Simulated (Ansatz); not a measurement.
**LaScH6 (built on the sites of a database entry of LaAlH6): following an unstable mode**

Which phase does LaScH6 (built on the sites of a database entry of LaAlH6) fall into along its unstable mode, and how much energy does it gain?

Method: DFT PBEsol, scalar-relativistic, plane waves, PAW, in Ansatz 0.2.0.

The structure was built from a prototype and need not be the compound's stable phase.

**1. Set-up**

Symmetry: R-3m, No. 166, trigonal system. The conventional cell has a = 6.447 Å, b = 6.447 Å, c = 6.911 Å, α = 90.00°, β = 90.00°, γ = 120.00°. Nearest to La lie 12 H at 2.38 to 2.45 Å. Nearest to Sc lie 6 H at 1.96 Å. Nearest to H lie 1 Sc at 1.96 Å and 5 H at 2.05 to 2.43 Å and 2 La at 2.38 to 2.45 Å. Farther neighbours are not listed.

**2. Response at finite wavevector**

The cell comes from relaxations at this level that are not shown. Stability and thermal properties need the whole zone. Linear response on a 2×2×2 q mesh gives force constants as far as a supercell of that size would, and the tensors from the zone-centre run are typed in so that the long-range dipole term is interpolated apart.

Input file input.yaml:

```yaml
crystal:
  lattice:
    - [3.223427337, 1.8610466407, 2.3038321962]
    - [-3.223427337, 1.8610466407, 2.3038321962]
    - [0.0, -3.7220932814, 2.3038321962]
  atoms:
    - { symbol: La, position: [0.5, 0.5, 0.5] }
    - { symbol: Sc, position: [0.0, 0.0, 0.0] }
    - { symbol: H, position: [0.9627776117, 0.3260915299, 0.3260915299] }
    - { symbol: H, position: [0.3260915299, 0.9627776117, 0.3260915299] }
    - { symbol: H, position: [0.3260915299, 0.3260915299, 0.9627776117] }
    - { symbol: H, position: [0.0372223883, 0.6739084701, 0.6739084701] }
    - { symbol: H, position: [0.6739084701, 0.0372223883, 0.6739084701] }
    - { symbol: H, position: [0.6739084701, 0.6739084701, 0.0372223883] }
kpoints:
  mp_grid: { grid: [10, 10, 10] }
hamiltonian:
  xc: pbesol
scf:
  occupations: { method: fixed }
output:
  eigenvalues: true
phonons:
  method: dfpt
  qmesh: [2, 2, 2]
  temperatures: { t_max: 1000, t_step: 50 }
  qpath:
    path:
      - [[0.0, 0.0, 0.0], [0.5, 0.0, 0.0], [0.5, -0.5, 0.5], [0.4220755, -0.5779245, 0.4220755]]
      - [[0.4220755, 0.4220755, 0.4220755], [0.0, 0.0, 0.0], [0.5, -0.5, 0.0]]
    npoints: 10
  non_analytic_term:
    high_frequency_dielectric_tensor: [[12.1376, 0.0, 0.0], [0.0, 12.1376, 0.0], [0.0, 0.0, 9.4156]]
    born_effective_charges:
      - { species: La, tensor: [[4.0461, 0.0, 0.0], [0.0, 4.0461, 0.0], [0.0, 0.0, 3.8416]] }
      - { species: Sc, tensor: [[4.0231, 0.0, 0.0], [0.0, 4.0231, 0.0], [0.0, 0.0, 3.7469]] }
      - { species: H, tensor: [[-1.5861, -0.4179, -0.4309], [-0.4179, -1.1036, -0.2488], [-0.0652, -0.0376, -1.2648]] }
      - { species: H, tensor: [[-1.5861, 0.4179, 0.4309], [0.4179, -1.1036, -0.2488], [0.0652, -0.0376, -1.2648]] }
      - { species: H, tensor: [[-0.8623, 0.0, 0.0], [0.0, -1.8274, 0.4975], [0.0, 0.0753, -1.2648]] }
      - { species: H, tensor: [[-1.5861, -0.4179, -0.4309], [-0.4179, -1.1036, -0.2488], [-0.0652, -0.0376, -1.2648]] }
      - { species: H, tensor: [[-1.5861, 0.4179, 0.4309], [0.4179, -1.1036, -0.2488], [0.0652, -0.0376, -1.2648]] }
      - { species: H, tensor: [[-0.8623, 0.0, 0.0], [0.0, -1.8274, 0.4975], [0.0, 0.0753, -1.2648]] }
    source: "zone-centre run at this cell"
```

Started as:

```console
$ ansatz run input.yaml --threads 8 --pin off --max-ram 14336MiB --backend cpu --events-out ev --progress --plain --runs-dir out
```

Numbers of over 12 decimals in the logs are rounded to 6 here.

The program printed:

```text
Warning: phonons: the dynamical matrix that this run interpolates holds no multipole term above the dipole-dipole one, and a site of this crystal is no centre of inversion, so its interpolated transverse optical and acoustic branches and sound speeds can stay off near Gamma, and the density of states and the thermodynamics with them. What a run solves at a wave vector of phonons.qpoints, Gamma apart, where the deck admits one, is free of this, and under fd what a larger phonons.supercell samples
Engine: ansatz 0.2.0, x86_64-unknown-linux-gnu
Pseudopotentials: kind: paw
Pseudopotential: La, paw, valence charge 11, recommended cutoff 420 eV (normal), La.paw.azcp
Pseudopotential: Sc, paw, valence charge 11, recommended cutoff 420 eV (normal), Sc.paw.azcp
Pseudopotential: H, paw, valence charge 1, recommended cutoff 420 eV (normal), H.paw.azcp
Functional definition: PBEsol
  exchange = pbesol_x
  correlation = pbesol_c
Crystal: 8 atoms, lattice volume = 82.923 Å³
Basis set: ecut = 420 eV, 1639 PW (Γ), exchange–correlation on 60×60×60 points (8 copies of the dense FFT grid, shifted against one another)
Bands: 22, of which v1, the nominal top of the filled ones, is band 14 counted from 1 (13 counted from 0)
Symmetry: 12 space group operations
k-points: 116 of 1000
Non-local potential: La, projectors of the file, l = 0: 3, l = 1: 2, l = 2: 2, l = 3: 3
Non-local potential: Sc, projectors of the file, l = 0: 3, l = 1: 2, l = 2: 3, l = 3: 1
Non-local potential: H, projectors of the file, l = 0: 2, l = 1: 1
PAW form: soft (Blöchl's): semilocal exchange-correlation on the pseudo side does not see the compensation charge
PAW frozen core: La, regenerated for the run's functional, and the local potential with it (the file was generated under x = pbe(κ = 0.804, μ = 0.219515), c = pbe(β = 0.066725))
PAW frozen core: Sc, regenerated for the run's functional, and the local potential with it (the file was generated under x = pbe(κ = 0.804, μ = 0.219515), c = pbe(β = 0.066725))
PAW one-centre angular grid: La, 590 points (default); XC on 64 Gauss nodes
PAW one-centre angular grid: Sc, 590 points (default); XC on 64 Gauss nodes
PAW one-centre angular grid: H, 110 points (default); XC on 64 Gauss nodes
Initial density: superposition of atomic densities (neutral atoms: chi_scale 0, normalization atom), corrected by the library's trained network
Initial wavefunctions: pseudopotential atomic-orbital guess
Functional: x = pbesol(κ = 0.804, μ = 0.123457), c = pbesol(β = 0.046)
SCF iter   1: F=—  HF=-8369.635290 eV  |F-HF|=—  |Δ(HF+E_count)|=         —  Δρ=9.59e-3  dr2=1.08e-1  ethr=1.77e-3  ⟨swp⟩=3.6  Hψ=9616  notcnv=0  defer=572
preconditioner: auto → Resta (q_TF=auto, 2.277 Å⁻¹)  ε∞=4.2  [insulator: Δε(μ)=0.582 eV  Ē_g=9.618 eV  n_scr=18 (ndim 8)  ℏωp=17.3 eV  f_vac=0.000  ε∞_Penn≈4.2]
SCF iter   2: F=—  HF=-8369.608385 eV  |F-HF|=—  |Δ(HF+E_count)|=   2.69e-2  Δρ=4.23e-3  dr2=1.38e-2  ethr=3.85e-4  ⟨swp⟩=2.1  Hψ=3887  notcnv=0  defer=671
SCF iter   3: F=—  HF=-8369.604897 eV  |F-HF|=—  |Δ(HF+E_count)|=   3.49e-3  Δρ=9.55e-4  dr2=9.92e-4  ethr=4.94e-5  ⟨swp⟩=2.0  Hψ=3066  notcnv=0  defer=689
SCF iter   4: F=—  HF=-8369.604714 eV  |F-HF|=—  |Δ(HF+E_count)|=   1.84e-4  Δρ=2.54e-4  dr2=4.07e-5  ethr=3.54e-6  ⟨swp⟩=2.0  Hψ=3886  notcnv=0  defer=690
SCF iter   5: F=—  HF=-8369.604730 eV  |F-HF|=—  |Δ(HF+E_count)|=   1.65e-5  Δρ=7.75e-5  dr2=3.24e-6  ethr=1.45e-7  ⟨swp⟩=2.2  Hψ=3822  notcnv=0  defer=653
SCF iter   6: F=—  HF=-8369.604734 eV  |F-HF|=—  |Δ(HF+E_count)|=   4.36e-6  Δρ=7.47e-6  dr2=3.70e-8  ethr=1.16e-8  ⟨swp⟩=2.0  Hψ=3025  notcnv=0  defer=383
SCF iter   7: F=—  HF=-8369.604734 eV  |F-HF|=—  |Δ(HF+E_count)|=   2.08e-7  Δρ=1.63e-6  dr2=1.99e-9  ethr=1.32e-10  ⟨swp⟩=2.0  Hψ=4087  notcnv=0  defer=365
SCF iter   8: F=—  HF=-8369.604734 eV  |F-HF|=—  |Δ(HF+E_count)|=  2.07e-10  Δρ=1.62e-7  dr2=2.58e-11  ethr=7.09e-12  ⟨swp⟩=2.0  Hψ=3754  notcnv=0  defer=365
SCF iter   9: F=-8369.604734 eV  HF=-8369.604734 eV  |F-HF|=1.82e-12  |Δ(HF+E_count)|=  1.82e-12  Δρ=3.43e-8  dr2=1.01e-12  ethr=1.00e-12  ⟨swp⟩=11.1  Hψ=15138  notcnv=0
SCF 1 converged in 9 iterations: F = -8369.604734 eV  dr2 = 1.01e-12
  greatest PAW one-centre occupation: 0.998 electrons in one spin orbital (limit 2), on the Sc atom at site 1 (counted from 0), in its partial waves of l = 0
NSCF: frozen V_eff on 116 k-points
NSCF: frozen V_eff on 504 k-points
DFPT response loops at q = (0, 0, 0) (fractional): preconditioner auto → Resta (q_TF=auto, 2.277 Å⁻¹)  ε∞=10.0 (no band partly filled); β = 1.00, the filter's whole step (`scf.mixing.beta` (0.50) is not read by the response loops at its default; to damp them type it under 1.00, their step now; it binds the ground state too); Broyden in place of MSR1
NSCF: frozen V_eff on 1008 k-points
DFPT response loops at q = (0, 0, -0.5) (fractional): mixed as the last ones told, above
NSCF: frozen V_eff on 1008 k-points
DFPT response loops at q = (0, -0.5, -0.5) (fractional): mixed as the last ones told, above
NSCF: frozen V_eff on 1008 k-points
DFPT response loops at q = (-0.5, -0.5, -0.5) (fractional): mixed as the last ones told, above
SCF converged after 9 iterations
Free energy (F): -8369.604734 eV
Harris-Foulkes:  -8369.604734 eV  (|F-HF|=1.82e-12)
Internal energy: -8369.604734 eV  (E = F + TS)
E sigma→0 (E₀):  -8369.604734 eV
Fermi energy:    6.674498 eV
--- Per-component energies (eV) ---
  E_band       = -260.907476
  E_kinetic    = 533.662846
  E_local      = -1356.351896  (includes V_loc(G=0)·N_el)
  E_nonlocal   = 186.863851
  E_hartree    = 452.355220
  E_xc         = -295.768155
  E_vxc        = -346.280758  (∫ρ·V_xc dr)
  E_paw        = -6262.999048  (= ΣΔE_a)
  E_vpaw       = -183.504968  (= ΣTr[D̂ρ^β])
  E_aug_tail   = -0.006999  (compensation charges beyond the density's cutoff)
  E_ewald      = -1627.659088
  E_core_change = 0.298534  (= ΣΔE_core)
  E_smearing   = -0.000000  (= −TS)
  E_closure    = 0.000000  (closes the sum)
  Σ components = -8369.604734   (vs F -8369.604734, Δ=0.00e0)
--- Band table (eV; the first three rows and the last of 116) ---
  k-point 0: bands = [... 10 lower, 3.0971, 6.1936, 6.3526, 6.3526, 8.0172, 8.2213, 8.2213, 9.8095, ... 4 higher]
  k-point 1: bands = [... 10 lower, 3.1498, 6.0709, 6.1340, 6.2077, 8.1215, 8.2132, 8.3601, 9.8171, ... 4 higher]
  k-point 2: bands = [... 10 lower, 3.2826, 5.7009, 5.7998, 5.8540, 8.1664, 8.2779, 8.6852, 9.8340, ... 4 higher]
  k-point 115: bands = [... 10 lower, 4.0017, 4.1655, 4.5918, 4.5918, 8.8973, 9.4534, 9.4534, 9.8228, ... 4 higher]
--- Phonons (Γ-DFPT): 6 representative perturbations + reference (Σ response iterations 18) ---
  ASR residual: 2.816e-5 → 0.000e0 eV/Å²; symmetrization residual: 4.520e-7 eV/Å²
  ASR residual per site (eV/Å²): 1.11e-5 2.82e-5 3.20e-6 3.20e-6 3.53e-6 3.20e-6 3.20e-6 3.53e-6
  Γ frequencies (cm⁻¹): -482.89 -288.31 -288.31 0.00 0.00 0.00 231.31 268.88 268.88 565.67 643.43 643.43 679.52 679.52 704.00 940.90 940.90 975.30 1194.42 1202.56 1202.56 1364.26 1364.26 1428.37
--- Phonons (arbitrary-q DFPT): 4 irreducible q on the 2×2×2 mesh ---
  q = [0.0000, 0.0000, 0.0000] (star 1, of the zone-centre solve; hermiticity 5.65e-8, symmetrization 4.80e-10): -482.89 -288.31 -288.31 -0.00 0.00 0.00 231.31 268.88 268.88 565.67 643.43 643.43 679.52 679.52 704.00 940.90 940.90 975.30 1194.42 1202.56 1202.56 1364.26 1364.26 1428.37
  q = [0.0000, 0.0000, -0.5000] (star 3, 12 solved perturbations in 4050 linear systems a pass and spin channel, the states on 504 of 1000 k-point pairs; hermiticity 5.70e-8, symmetrization 2.91e-14): -342.08 -87.38 64.48 74.71 105.71 139.53 175.73 217.19 435.97 493.01 598.37 641.25 756.83 776.94 825.07 908.72 914.06 964.09 1253.60 1291.41 1312.76 1326.21 1356.20 1408.16
  q = [0.0000, -0.5000, -0.5000] (star 3, 9 solved perturbations in 3870 linear systems a pass and spin channel, the states on 504 of 1000 k-point pairs; hermiticity 3.41e-8, symmetrization 1.20e-11): -248.36 -86.74 41.00 106.67 136.89 213.25 221.72 225.96 360.93 487.39 634.50 634.69 678.79 771.85 788.92 885.51 947.51 1028.58 1202.56 1269.91 1271.06 1314.79 1364.22 1419.60
  q = [-0.5000, -0.5000, -0.5000] (star 1, 6 solved perturbations in 1582 linear systems a pass and spin channel, the states on 504 of 1000 k-point pairs; hermiticity 2.39e-8, symmetrization 2.84e-10): -479.11 -73.95 -73.95 142.33 150.78 150.78 214.47 406.65 406.65 577.82 626.77 626.77 818.80 818.80 859.65 859.65 880.00 965.71 1249.76 1249.76 1276.56 1335.17 1335.17 1420.32
  sum rule: each row above includes the acoustic sum rule's correction from the zone centre's row sums; it moved no ω² by more than (0.98 cm⁻¹)²
  mesh force constants: q→R imaginary residual 1.59e-17; ASR residual 2.816e-5 → 0.000e0 eV/Å²; symmetrization residual 8.882e-15 eV/Å²
  interpolated dispersion: 53 rows × 24 modes
  density of states and harmonic sums: on the 14×14×14 q-mesh, interpolated from the force constants of a 2×2×2 supercell (with the dipole–dipole term of supplied tensors)
  largest difference from the sums on the solved wave vectors: F 1.15e-2 eV, S 1.54e-5 and C_V 7.86e-6 eV/K
  zero-point energy: 0.992680 eV/cell   skipped modes (ω ≤ 0): 779, of them read as no rigid motion or as one in doubt: 776 (2.681e0 modes/cell left out, lowest -482.89 cm⁻¹)   left out of the sums: 1.12e-1 of the cell's modes: C_V's classical limit lies that fraction below 3 k_B per atom; for a crystal, a wire or a layer, F and S can be off by more, and a phonons.interpolated_qmesh denser along its periods is the remedy for the sampling
```

It took 3.4 min on 8 threads of Intel Xeon Platinum 8259CL at 2.50GHz (Skylake/Cascade Lake), shared host; peak memory 2.5 GiB; 25 min of CPU time.

This step gave:

* gap on the k-mesh: 0.5959 eV
* volume per atom: 10.37 Å³
* sum-rule residual before enforcement: 2.82e-5 eV/Å²
* lowest frequency on the path: -482.9 cm⁻¹
* point group: -3m
* highest frequency on the path or at a solved wavevector: 1432 cm⁻¹
* highest optical mode at the zone centre (no LO-TO term): 1428 cm⁻¹
* lowest optical zone-centre mode: -482.9 cm⁻¹
* lowest mode on the q mesh (acoustic modes at Γ apart): -482.9 cm⁻¹

Frequencies (cm⁻¹) solved at each irreducible wavevector; negative means imaginary. Frequencies by wavevector, by row:

```
q in reciprocal lattice units  star  mode 1  mode 2  mode 3  mode 4  mode 22  mode 23  mode 24
                        0 0 0     1  -482.9  -288.3  -288.3       0     1364     1364     1428
                     0 0 -0.5     3  -342.1   -87.4    64.5    74.7     1326     1356     1408
                  0 -0.5 -0.5     3  -248.4   -86.7      41   106.7     1315     1364     1420
               -0.5 -0.5 -0.5     1  -479.1     -74     -74   142.3     1335     1335     1420
```

Interpolated from a 2×2×2 q mesh, rough between the solved points, with the LO-TO term (at Γ the limit along the path; where Γ stands inside the path, tables give the limit on arrival). The phonon branches at the labelled points (cm⁻¹):

```csv
point,branch 1,branch 2,branch 3,branch 4,branch 21,branch 22,branch 23,branch 24
Γ,-483,-288,-110,0,1308,1364,1364,1428
halfway,-431,-226,3,61,1326,1350,1353,1421
L,-342,-87,64,75,1313,1326,1356,1408
halfway,-273,-73,-60,130,1255,1342,1382,1432
T,-479,-74,-74,142,1277,1335,1335,1420
halfway,-477,-70,-70,136,1277,1332,1332,1418
P0,-471,-61,-61,123,1278,1325,1325,1414
jump to P2,-471,-61,-61,123,1278,1325,1325,1414
halfway,-452,-162,-162,86,1326,1334,1334,1420
Γ,-483,-288,-288,0,1306,1364,1364,1428
halfway,-338,-170,78,87,1322,1322,1350,1414
F,-248,-87,41,107,1271,1315,1364,1420
```

Symmetry leaves 4 wavevectors to solve. The lowest mode among them, the acoustic zeros apart, lies at Γ and is imaginary, 482.9i cm⁻¹, so the energy falls along it.

**3. The mode frozen in, largest atomic shift 0 Å**

The mode followed lies at Γ with frequency 482.9i cm⁻¹, the softest among the wavevectors solved. At small amplitude the distorted cell has space group no. 148 by a symmetry search on the positions. The undistorted cell that holds it gives the zero of energy on the same k mesh.

input.yaml, the sections that differ from step 2:

```yaml
scf:
  occupations: { method: gaussian, width: 0.02 }
output:
  forces: true
  stress: true
  eigenvalues: true
# crystal, kpoints, hamiltonian: as in step 2
# phonons: removed
```

The program printed:

```text
[...]
Crystal: 8 atoms, lattice volume = 82.923 Å³
Basis set: ecut = 420 eV, 1639 PW (Γ), exchange–correlation on 60×60×60 points (8 copies of the dense FFT grid, shifted against one another)
Bands: 22, of which v1, the nominal top of the filled ones, is band 14 counted from 1 (13 counted from 0)
Symmetry: 12 space group operations
[...]
k-points: 116 of 1000
[...]
k-point 0: bands = [... 10 lower, 3.0971, 6.1936, 6.3526, 6.3526, 8.0172, 8.2213, 8.2213, 9.8095, ... 2 higher]
  k-point 1: bands = [... 10 lower, 3.1498, 6.0709, 6.1340, 6.2077, 8.1215, 8.2132, 8.3601, 9.8171, ... 2 higher]
  k-point 2: bands = [... 10 lower, 3.2826, 5.7009, 5.7999, 5.8540, 8.1664, 8.2778, 8.6851, 9.8339, ... 2 higher]
  k-point 115: bands = [... 10 lower, 4.0017, 4.1655, 4.5918, 4.5918, 8.8973, 9.4533, 9.4533, 9.8228, ... 2 higher]
[key lines of the parts left out:]
SCF converged after 6 iterations
Free energy (F): -8369.604734 eV
Fermi energy:    6.972434 eV
P = ⅓ Tr σ = 0.0002 GPa (0.002 kbar)
```

Wall time 1.9 s (8 threads); peak memory 0.65 GiB; 12 s of CPU time.

This step gave:

```
pressure                         : 1.82e-4 GPa
gap on the k-mesh                : 0.5958 eV
energy from the undistorted cell : 0 meV/atom
```

At this level the gap is 0.60 eV on the k-mesh of the self-consistent run, which can miss the band edges.

**4. The mode frozen in, largest atomic shift 0.45 Å**

The atoms are moved along the unstable eigenvector, the largest shift by 0.45 Å, with the cell fixed.

Input file input.yaml:

```yaml
crystal:
  lattice:
    - [3.223427337, 1.8610466407, 2.3038321962]
    - [-3.223427337, 1.8610466407, 2.3038321962]
    - [0.0, -3.7220932814, 2.3038321962]
  atoms:
    - { symbol: La, position: [0.5, 0.5, 0.5] }
    - { symbol: Sc, position: [0.0, 0.0, 0.0] }
    - { symbol: H, position: [0.9627776117, 0.3958930103, 0.2562900495] }
    - { symbol: H, position: [0.2562900495, 0.9627776117, 0.3958930103] }
    - { symbol: H, position: [0.3958930103, 0.2562900495, 0.9627776117] }
    - { symbol: H, position: [0.0372223883, 0.6041069897, 0.7437099505] }
    - { symbol: H, position: [0.7437099505, 0.0372223883, 0.6041069897] }
    - { symbol: H, position: [0.6041069897, 0.7437099505, 0.0372223883] }
kpoints:
  mp_grid: { grid: [10, 10, 10] }
hamiltonian:
  xc: pbesol
scf:
  occupations: { method: gaussian, width: 0.02 }
output:
  forces: true
  stress: true
  eigenvalues: true
```

The program printed:

```text
[...]
Crystal: 8 atoms, lattice volume = 82.923 Å³
Basis set: ecut = 420 eV, 1639 PW (Γ), exchange–correlation on 60×60×60 points (8 copies of the dense FFT grid, shifted against one another)
Bands: 22, of which v1, the nominal top of the filled ones, is band 14 counted from 1 (13 counted from 0)
Symmetry: 6 space group operations
[...]
k-points: 172 of 1000
[...]
k-point 0: bands = [... 10 lower, 3.2082, 6.2984, 6.4959, 6.4959, 8.0384, 8.2925, 8.2925, 9.7887, ... 2 higher]
  k-point 1: bands = [... 10 lower, 3.2684, 6.1472, 6.2956, 6.3668, 8.1388, 8.3108, 8.4035, 9.7732, ... 2 higher]
  k-point 2: bands = [... 10 lower, 3.4395, 5.7580, 5.9154, 6.0809, 8.2981, 8.3137, 8.6513, 9.7133, ... 2 higher]
  k-point 171: bands = [... 10 lower, 3.9527, 4.2655, 4.2655, 4.8007, 8.7964, 9.3035, 9.3035, 9.7222, ... 2 higher]
[key lines of the parts left out:]
SCF converged after 6 iterations
Free energy (F): -8369.894772 eV
Fermi energy:    7.017071 eV
P = ⅓ Tr σ = -3.8653 GPa (-38.653 kbar)
```

Elapsed: 2.6 s, on 8 threads; peak memory 0.71 GiB.

This step gave:

```
pressure                         : -3.865 GPa
gap on the k-mesh                : 0.7794 eV
energy from the undistorted cell : -36.26 meV/atom
```

The energy, extrapolated to zero smearing, is -36.26 meV/atom against the undistorted cell.

The run ends at a pressure of -3.87 GPa, with forces up to 0.14 eV/Å.

**5. Energy along the mode, all amplitudes (two of the runs are shown above)**

An imaginary frequency means negative curvature, so the energy should fall and then rise again as anharmonic terms take over.

Numbers from this step:

```
depth at the lowest point sampled  : 36.26 meV/atom
largest atomic shift at that point : 0.45 Å
```

The energy from the parent by largest atomic shift:

```
largest atomic shift (Å)  energy from the parent (meV/atom)
                   0.000                                  0
                   0.040                             -0.516
                   0.080                              -2.04
                   0.140                              -6.03
                   0.220                              -13.8
                   0.320                              -25.0
                   0.450                              -36.3
                   0.600                              -34.3
```

Displacement at unit largest shift by atom:

```
atom  x (Å)  y (Å)  z (Å)  size
 La1   0.00   0.00   0.00  0.00
 Sc2   0.00   0.00   0.00  0.00
  H3  -0.50   0.87   0.00  1.00
  H4  -0.50  -0.87   0.00  1.00
  H5   1.00   0.00   0.00  1.00
  H6   0.50  -0.87   0.00  1.00
  H7   0.50   0.87   0.00  1.00
  H8  -1.00   0.00   0.00  1.00
```

The lowest of the steps tried is at 0.45 Å, 36.3 meV/atom below the parent; the bottom of the well need not coincide with a step.

[end of part 1 of 2]

[Logs are printed without paths, hosts, clocks, repeated set-up lines and the standing remarks that a program may print on its own settings, such as how far it seeks lower states.]

[Hosts, paths, dates, database ids (printed as entryN), source tags and the programs' standing remarks are cut or masked in the printed files.]
